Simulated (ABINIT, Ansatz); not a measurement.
# Lattice dynamics of Tm (P6_3/mmc) in two programs, part 2 of 4

Aim: the phonon dispersion of Tm (P6_3/mmc), checked by a second program.

ABINIT 10.8.3; DFT PBEsol, scalar-relativistic, plane waves, PseudoDojo norm-conserving, 4f in core pseudopotentials (the lanthanide files made for PBE).

So far. Step 3 (Relaxing the cell and atoms): The volume changes by -5.0 % in this run and stands -5.0 % from the first cell. Step 4 (Ground state): The cell stands at -2.8 GPa: the relaxation ran with a smoothed and higher cutoff, and the difference is a stress of the finite basis. The relaxed cell has a = 3.485, c = 5.435 Å (conventional setting).

### 5. Linear response at Γ

At q = 0 one unit cell holds all displacements. The response is solved for single atoms along the cell's directions, and symmetry skips those that follow from others. The crystal is treated as a metal, which screens a static field, so no field response is asked.

dfpt_gamma.abi

```

# common to the responses
getwfk_filepath "gso_WFK"
kptopt 2
nqpt 1
qpt 0.0 0.0 0.0
asr 0
chneut 0

# displacements
rfphon 1
rfatpol 1 2
rfdir 1 1 1
tolvrs 1.0d-10
prtwf 0
prtpot 1

# basis, mesh and filling
ecut 21.0
ixc -116133
ngkpt 9 9 6
nshiftk 1
shiftk 0.0 0.0 0.0
istwfk *1
occopt 7
tsmear 0.01
nband 18
nstep 100
diemac 1000000.0
prtebands 0
prtgsr 0

# cell and atoms
acell 6.585816974 6.585816974 10.26974506
rprim 
    1.0 0.0 0.0
    -0.5 0.8660254038 0.0
    0.0 0.0 1.0
ntypat 1
znucl 69
natom 2
typat 1 1
xred 
    1/3 2/3 0.25
    2/3 1/3 0.75
pp_dirpath "./pseudo"
pseudos "Tm.upf"
```

Launch:

```sh
$ OMP_NUM_THREADS=1 mpirun -n 4 abinit dfpt_gamma.abi > dfpt_gamma.log
```

Numbers of over 12 decimals in the logs are rounded to 6 here.

dfpt_gamma.abo, the main output file:

```text
[banners, grids, parts of the stress and lines that vanish by symmetry left out]
- input  file    -> dfpt_gamma.abi
- output file    -> dfpt_gamma.abo
- root for input  files -> dfpt_gammai
- root for output files -> dfpt_gammao

 Symmetries : space group P6_3/m m c (#194); Bravais hP (primitive hexag.)
================================================================================
 Values of the parameters that define the memory need of the present run (RF).
     intxc =       0      iscf =       7    lmnmax =       7     lnmax =       7
     mgfft =      45  mpssoang =       4    mqgrid =    3001     natom =       2
  nloc_mem =       1    nspden =       1   nspinor =       1    nsppol =       1
      nsym =      24    n1xccc =    2501    ntypat =       1    occopt =       7
   xclevel =       2
-    mband =          18        mffmem =           1         mkmem =          61
-   mkqmem =          61        mk1mem =          61           mpw =        1791
      nfft =       40500          nkpt =         244
- my_mband =          18
================================================================================
================================================================================

--------------------------------------------------------------------------------
------------- Echo of variables that govern the present computation ------------
--------------------------------------------------------------------------------
-
- outvars: echo of selected default values
-   iomode0 =  0 , fftalg0 =312 , wfoptalg0 =  0
-
- outvars: echo of global parameters not present in the input file
-  max_nthreads =    1
-
 -outvars: echo values of preprocessed input variables
 [... echo left out ...]
================================================================================

 chkinp: Checking input parameters for consistency.

[...]
== DATASET  1 ==================================================================
-   mpi_nproc: 4, omp_nthreads: 1 (-1 if OMP is not activated)

--- !DatasetInfo
iteration_state: {dtset: 1, }
dimensions: {natom: 2, nkpt: 244, mband: 18, nsppol: 1, nspinor: 1, nspden: 1, mpw: 1791, }
cutoff_energies: {ecut:  21.0, pawecutdg:  -1.0, }
electrons: {nelect:   2.20000000E+01, charge:   0.00000000E+00, occopt:   7.00000000E+00, tsmear:   1.00000000E-02, }
meta: {optdriver: 1, rfphon: 1, }
...

 mkfilename: getwfk from: gso_WFK

 Real(R)+Recip(G) space primitive vectors, cartesian coordinates (Bohr,Bohr^-1):
 R(1)=  6.5858170  0.0000000  0.0000000  G(1)=  0.1518415  0.0876657  0.0000000
 R(2)= -3.2929085  5.7034848  0.0000000  G(2)=  0.0000000  0.1753314  0.0000000
 R(3)=  0.0000000  0.0000000 10.2697451  G(3)=  0.0000000  0.0000000  0.0973734
 Unit cell volume ucvol=  3.8575326E+02 bohr^3
 Angles (23,13,12)=  9.00000000E+01  9.00000000E+01  1.20000000E+02 degrees
 setup1 : take into account q-point for computing boxcut.

 getcut: wavevector=  0.0000  0.0000  0.0000  ngfft=  30  30  45
         ecut(hartree)=     21.000   => boxcut(ratio)=   2.07691

--- Pseudopotential description ------------------------------------------------
- pspini: atom type   1  psp file is ./pseudo/Tm.upf

   1.22416756E+03                                ecore*ucvol(ha*bohr**3)
--------------------------------------------------------------------------------

 ==>  initialize data related to q vector <==

 The list of irreducible perturbations for this q vector is:
    1)    idir= 1    ipert=   1
    2)    idir= 3    ipert=   1

[...]
The perturbation idir=   2  ipert=   1 is
 symmetric of a previously calculated perturbation.
 So, its SCF calculation is not needed.

 The perturbation idir=   1  ipert=   2 is
 symmetric of a previously calculated perturbation.
 So, its SCF calculation is not needed.

 The perturbation idir=   2  ipert=   2 is
 symmetric of a previously calculated perturbation.
 So, its SCF calculation is not needed.

 The perturbation idir=   3  ipert=   2 is
 symmetric of a previously calculated perturbation.
 So, its SCF calculation is not needed.

--------------------------------------------------------------------------------
 Perturbation wavevector (in red.coord.)   0.000000  0.000000  0.000000
 Perturbation : displacement of atom   1   along direction   1
 Found     2 symmetries that leave the perturbation invariant.

[...]
dfpt_looppert : total number of electrons, from k and k+q
  fully or partially occupied states are    2.200000E+01 and    2.200000E+01.
 Initialisation of the first-order wave-functions :
  ireadwf=   0

--- !BeginCycle
iteration_state: {dtset: 1, }
solver: {iscf: 7, nstep: 100, nline: 4, wfoptalg: 0, }
tolerances: {tolvrs: 1.00E-10, }
...

     iter   2DEtotal(Ha)        deltaE(Ha) residm    vres2
-ETOT  1   1.018100     -1.014E+03 1.222E+00 8.477E+01
 ETOT  2  0.663023     -3.551E-01 2.600E-01 9.160E+00
 ETOT  3  0.654060     -8.963E-03 9.529E-03 5.657E-02
 ETOT  4  0.654041     -1.927E-05 8.298E-03 7.819E-04
 ETOT  5  0.654041     -5.124E-07 1.274E-03 9.512E-06
[...]
At SCF step    9       vres2   =  9.14E-12 < tolvrs=  1.00E-10 =>converged.
[...]
Mean square residual over all n,k,spin=   77.401E-10; max=  19.253E-06

 Thirteen components of 2nd-order total energy (hartree) are
 1,2,3: 0th-order hamiltonian combined with 1st-order wavefunctions
     kin0=   6.96336985E+02 eigvalue=   1.43030616E+02  local=  -3.81663941E+02
 4,5,6: 1st-order hamiltonian combined with 1st and 0th-order wfs
 loc psp =  -1.43069893E+03  Hartree=   3.62194967E+02     xc=  -8.41097208E+01
 note that "loc psp" includes a xc core correction that could be resolved
 7,8,9: eventually, occupation + non-local contributions
    edocc=   1.53203364E+02     enl0=   1.25450164E+02   enl1=  -5.98185935E+02
 1-9 gives the relaxation energy (to be shifted if some occ is /=2.0)
   erelax=  -1.01444243E+03
 10,11,12 Non-relaxation  contributions : frozen-wavefunctions and Ewald
 fr.local=   6.76154431E+02 fr.nonlo=   2.98976672E+02  Ewald=   9.65299436E+00
 13,14 Frozen wf xc core corrections (1) and (2)
 frxc 1  =  -1.45215527E+02  frxc 2 =   1.75527904E+02
 Resulting in :
 2DEtotal=    0.6540406280E+00 Ha. Also 2DEtotal=    0.177973521499E+02 eV
    (2DErelax=   -1.0144424342E+03 Ha. 2DEnonrelax=    1.0150964748E+03 Ha)
    (  non-var. 2DEtotal :    6.5404058542E-01 Ha)

[...]
Perturbation wavevector (in red.coord.)   0.000000  0.000000  0.000000
 Perturbation : displacement of atom   1   along direction   3
 Found     6 symmetries that leave the perturbation invariant.

--------------------------------------------------------------------------------

--------------------------------------------------------------------------------

 dfpt_looppert : total number of electrons, from k and k+q
  fully or partially occupied states are    2.200000E+01 and    2.200000E+01.
 Initialisation of the first-order wave-functions :
  ireadwf=   0

--- !BeginCycle
iteration_state: {dtset: 1, }
solver: {iscf: 7, nstep: 100, nline: 4, wfoptalg: 0, }
tolerances: {tolvrs: 1.00E-10, }
...

     iter   2DEtotal(Ha)        deltaE(Ha) residm    vres2
-ETOT  1   19.569075097158     -2.764E+03 2.278E+00 5.368E+04
[...]
ETOT  9   4.847199     -1.305E-10 1.335E-07 9.726E-10
 ETOT 10   4.847199     -2.319E-11 1.628E-08 5.046E-12

 At SCF step   10       vres2   =  5.05E-12 < tolvrs=  1.00E-10 =>converged.
[...]
Mean square residual over all n,k,spin=   40.835E-12; max=  16.279E-09

 Thirteen components of 2nd-order total energy (hartree) are
 1,2,3: 0th-order hamiltonian combined with 1st-order wavefunctions
     kin0=   1.71900773E+03 eigvalue=   3.47024786E+02  local=  -9.44090052E+02
 4,5,6: 1st-order hamiltonian combined with 1st and 0th-order wfs
 loc psp =  -4.12345048E+03  Hartree=   1.20340926E+03     xc=  -2.08025120E+02
 note that "loc psp" includes a xc core correction that could be resolved
 7,8,9: eventually, occupation + non-local contributions
    edocc=   3.58392307E+02     enl0=   3.02797516E+02   enl1=  -1.43358236E+03
 1-9 gives the relaxation energy (to be shifted if some occ is /=2.0)
   erelax=  -2.77851642E+03
 10,11,12 Non-relaxation  contributions : frozen-wavefunctions and Ewald
 fr.local=   1.62074703E+03 fr.nonlo=   7.20074219E+02  Ewald=   3.68778566E+02
 13,14 Frozen wf xc core corrections (1) and (2)
 frxc 1  =  -3.53267735E+02  frxc 2 =   4.27031537E+02
 Resulting in :
 2DEtotal=    0.4847198745E+01 Ha. Also 2DEtotal=    0.131898997248E+03 eV
    (2DErelax=   -2.7785164226E+03 Ha. 2DEnonrelax=    2.7833636213E+03 Ha)
    (  non-var. 2DEtotal :    4.8471994835E+00 Ha)

[...]
---- first-order wavefunction calculations are completed ----

 ==> Compute Derivative Database <==

 [... matrices left out ...]
  Phonon wavevector (reduced coordinates) :  0.00000  0.00000  0.00000
 Phonon energies in Hartree :
  -8.795100E-06 -8.795100E-06  1.857065E-05  3.131088E-04  3.131088E-04
   5.460229E-04
 Phonon frequencies in cm-1    :
- -1.930301E+00 -1.930301E+00  4.075786E+00  6.871943E+01  6.871943E+01
-  1.198382E+02

== END DATASET(S) ==============================================================
================================================================================

 -outvars: echo values of variables after computation
            acell      6.5858169740E+00  6.5858169740E+00  1.0269745060E+01 Bohr
           etotal      4.8471987445E+00
            fcart      0.0000000000E+00  0.0000000000E+00  0.0000000000E+00
           strten      0.0000000000E+00  0.0000000000E+00  0.0000000000E+00
================================================================================
```

It took 72 s on 4 MPI ranks of Arm Neoverse V1, shared host; 4.8 min of CPU time.

This step gave:

```yaml
largest_acoustic_frequency_at_the_zone_centre_before_the_sum_rule: 4.08 cm⁻¹
highest_optical_zone_centre_mode_no_lo_to_term: 119.8 cm⁻¹
lowest_optical_zone_centre_mode: 68.72 cm⁻¹
```

The acoustic modes at Γ come out as far as 4.1 cm⁻¹ from zero, where they should vanish, a small numerical error.

### 6. Linear response on the mesh

Linear response treats each wavevector of the 3×3×2 mesh in the unit cell; the first-order potentials are kept for the electron-phonon matrix elements.

dfpt_q.abi

```
ndtset 5

# wavevectors
qpt1 0.3333333333 0.0 0.0
qpt2 0.3333333333 0.3333333333 0.0
qpt3 0.0 0.0 0.5
qpt4 0.3333333333 0.0 0.5
qpt5 0.3333333333 0.3333333333 0.5

# displacements
getwfk_filepath "gso_WFK"
getwfq_filepath "gso_WFK"
kptopt 3
nqpt 1
rfphon 1
rfatpol 1 2
rfdir 1 1 1
tolvrs 1.0d-10
prtwf 0
prtpot 1

# basis, mesh and filling
ecut 21.0
ixc -116133
ngkpt 9 9 6
nshiftk 1
shiftk 0.0 0.0 0.0
istwfk *1
occopt 7
tsmear 0.01
nband 18
nstep 100
diemac 1000000.0
prtebands 0
prtgsr 0

# cell and atoms
acell 6.585816974 6.585816974 10.26974506
rprim 
    1.0 0.0 0.0
    -0.5 0.8660254038 0.0
    0.0 0.0 1.0
ntypat 1
znucl 69
natom 2
typat 1 1
xred 
    1/3 2/3 0.25
    2/3 1/3 0.75
pp_dirpath "./pseudo"
pseudos "Tm.upf"
```

Launch:

```sh
$ OMP_NUM_THREADS=1 mpirun -n 4 abinit dfpt_q.abi > dfpt_q.log
```

dfpt_q.abo, the main output file:

```text
[banners, grids, parts of the stress and lines that vanish by symmetry left out]
- input  file    -> dfpt_q.abi
- output file    -> dfpt_q.abo
- root for input  files -> dfpt_qi
[...]
DATASET    1 : space group P6_3/m m c (#194); Bravais hP (primitive hexag.)
[...]
nfft =       40500          nkpt =         486
[...]
DATASET    2 : space group P6_3/m m c (#194); Bravais hP (primitive hexag.)
[...]
nfft =       40500          nkpt =         486
[...]
DATASET    3 : space group P6_3/m m c (#194); Bravais hP (primitive hexag.)
[...]
nfft =       40500          nkpt =         486
[...]
DATASET    4 : space group P6_3/m m c (#194); Bravais hP (primitive hexag.)
[...]
nfft =       40500          nkpt =         486
[...]
DATASET    5 : space group P6_3/m m c (#194); Bravais hP (primitive hexag.)
[...]
nfft =       40500          nkpt =         486
[...]
== DATASET  1 ==================================================================
[...]
cutoff_energies: {ecut:  21.0, pawecutdg:  -1.0, }
[...]
Perturbation : displacement of atom   1   along direction   1
[...]
-ETOT  1   25.439635346331     -1.150E+03 1.467E+00 2.188E+05
 ETOT  2   40.579821951244      1.514E+01 9.834E-01 3.691E+05
 ETOT  3   2.317055     -3.826E+01 1.865E-01 7.891E+02
 ETOT  4   2.218456     -9.860E-02 2.381E-02 5.911E+00
 ETOT  5   2.216621     -1.835E-03 1.765E-02 2.391E-01
[...]
At SCF step   12       vres2   =  5.25E-11 < tolvrs=  1.00E-10 =>converged.
[...]
Perturbation : displacement of atom   1   along direction   2
[...]
-ETOT  1   1.971690     -1.033E+03 1.216E+00 6.905E+01
[...]
At SCF step   10       vres2   =  1.83E-12 < tolvrs=  1.00E-10 =>converged.
[...]
Perturbation : displacement of atom   1   along direction   3
[...]
-ETOT  1   9.409653     -2.638E+03 2.350E+00 8.587E+03
[...]
At SCF step   11       vres2   =  4.60E-11 < tolvrs=  1.00E-10 =>converged.
[...]
Phonon wavevector (reduced coordinates) :  0.33333  0.00000  0.00000
 Phonon energies in Hartree :
[...]
Phonon frequencies in cm-1    :
-  5.333494E+01  5.717111E+01  8.819286E+01  9.337659E+01  9.840899E+01
-  1.149268E+02
[...]
== DATASET  2 ==================================================================
[...]
cutoff_energies: {ecut:  21.0, pawecutdg:  -1.0, }
[...]
Perturbation : displacement of atom   1   along direction   1
[...]
-ETOT  1   6.798182     -1.133E+03 2.270E+00 1.396E+04
[...]
At SCF step   10       vres2   =  4.01E-11 < tolvrs=  1.00E-10 =>converged.
[...]
Perturbation : displacement of atom   1   along direction   3
[...]
-ETOT  1   6.730905     -2.584E+03 3.533E+00 1.121E+03
[...]
Phonon wavevector (reduced coordinates) :  0.33333  0.33333  0.00000
 Phonon energies in Hartree :
[...]
Phonon frequencies in cm-1    :
-  8.487755E+01  8.487755E+01  8.814971E+01  8.814971E+01  9.897601E+01
-  1.070679E+02
[...]
== DATASET  3 ==================================================================
[...]
cutoff_energies: {ecut:  21.0, pawecutdg:  -1.0, }
[...]
Perturbation : displacement of atom   1   along direction   1
[...]
-ETOT  1   1.068587     -1.014E+03 1.203E+00 1.007E+02
[...]
Perturbation : displacement of atom   1   along direction   3
[...]
-ETOT  1   307.01263194732     -2.893E+03 2.318E+00 4.244E+06
[...]
Phonon wavevector (reduced coordinates) :  0.00000  0.00000  0.50000
 Phonon energies in Hartree :
[...]
Phonon frequencies in cm-1    :
-  5.005087E+01  5.005087E+01  5.005087E+01  5.005087E+01  8.482650E+01
-  8.482650E+01
[...]
== DATASET  4 ==================================================================
[...]
cutoff_energies: {ecut:  21.0, pawecutdg:  -1.0, }
[...]
Perturbation : displacement of atom   1   along direction   1
[...]
-ETOT  1   17.251944168358     -1.135E+03 1.453E+00 8.547E+04
[...]
Perturbation : displacement of atom   1   along direction   2
[...]
-ETOT  1   1.851395     -1.033E+03 2.948E+00 6.654E+01
[...]
Perturbation : displacement of atom   1   along direction   3
[...]
-ETOT  1   51.144888865475     -2.673E+03 4.337E+00 2.619E+05
[...]
Phonon wavevector (reduced coordinates) :  0.33333  0.00000  0.50000
 Phonon energies in Hartree :
[...]
Phonon frequencies in cm-1    :
-  6.760868E+01  6.760892E+01  7.321165E+01  7.321165E+01  1.045467E+02
-  1.045469E+02
[...]
== DATASET  5 ==================================================================
[...]
cutoff_energies: {ecut:  21.0, pawecutdg:  -1.0, }
[...]
Perturbation : displacement of atom   1   along direction   1
[...]
-ETOT  1   5.096635     -1.130E+03 1.952E+00 6.892E+03
[...]
At SCF step   10       vres2   =  2.30E-11 < tolvrs=  1.00E-10 =>converged.
[...]
Perturbation : displacement of atom   1   along direction   3
[...]
-ETOT  1   11.360682208059     -2.603E+03 2.575E+00 1.577E+04
[...]
ETOT  9   4.659474     -2.274E-10 1.915E+00 4.336E-09
 ETOT 10   4.659474      1.064E-10 2.056E+00 3.430E-11
 At SCF step   10       vres2   =  3.43E-11 < tolvrs=  1.00E-10 =>converged.
[...]
Phonon wavevector (reduced coordinates) :  0.33333  0.33333  0.50000
 Phonon energies in Hartree :
[...]
Phonon frequencies in cm-1    :
-  5.261847E+01  5.261847E+01  1.000403E+02  1.000403E+02  1.057722E+02
-  1.057722E+02
[...]
strten3     0.0000000000E+00  0.0000000000E+00  0.0000000000E+00
           
================================================================================
```

Elapsed: 25 min, on 4 MPI ranks.

Numbers from this step:

| Item | Value |
| --- | --- |
| lowest mode on the q mesh (acoustic ones at the zone centre apart) | 50.05 cm⁻¹ |

Frequencies (cm⁻¹) before the sum rule at the irreducible wavevectors but Γ, which is solved apart; negative means imaginary. Frequencies by wavevector:

```
    q (fractions)  star  mode 1  mode 2  mode 3  mode 4  mode 5  mode 6
       0.3333 0 0     6   53.33   57.17   88.19   93.38   98.41   114.9
  0.3333 0.3333 0     2   84.88   84.88   88.15   88.15   98.98   107.1
          0 0 0.5     1   50.05   50.05   50.05   50.05   84.83   84.83
     0.3333 0 0.5     6   67.61   67.61   73.21   73.21   104.5   104.5
0.3333 0.3333 0.5     2   52.62   52.62     100     100   105.8   105.8
```

[end of part 2 of 4]

[Host names and launcher messages were left out of these logs when they were recorded.]

[Logs are printed without paths, hosts, clocks, repeated set-up lines and the standing remarks that a program may print on its own settings, such as how far it seeks lower states.]

[Hosts, paths, dates, database ids (printed as entryN), source tags and the programs' standing remarks are cut or masked in the printed files.]
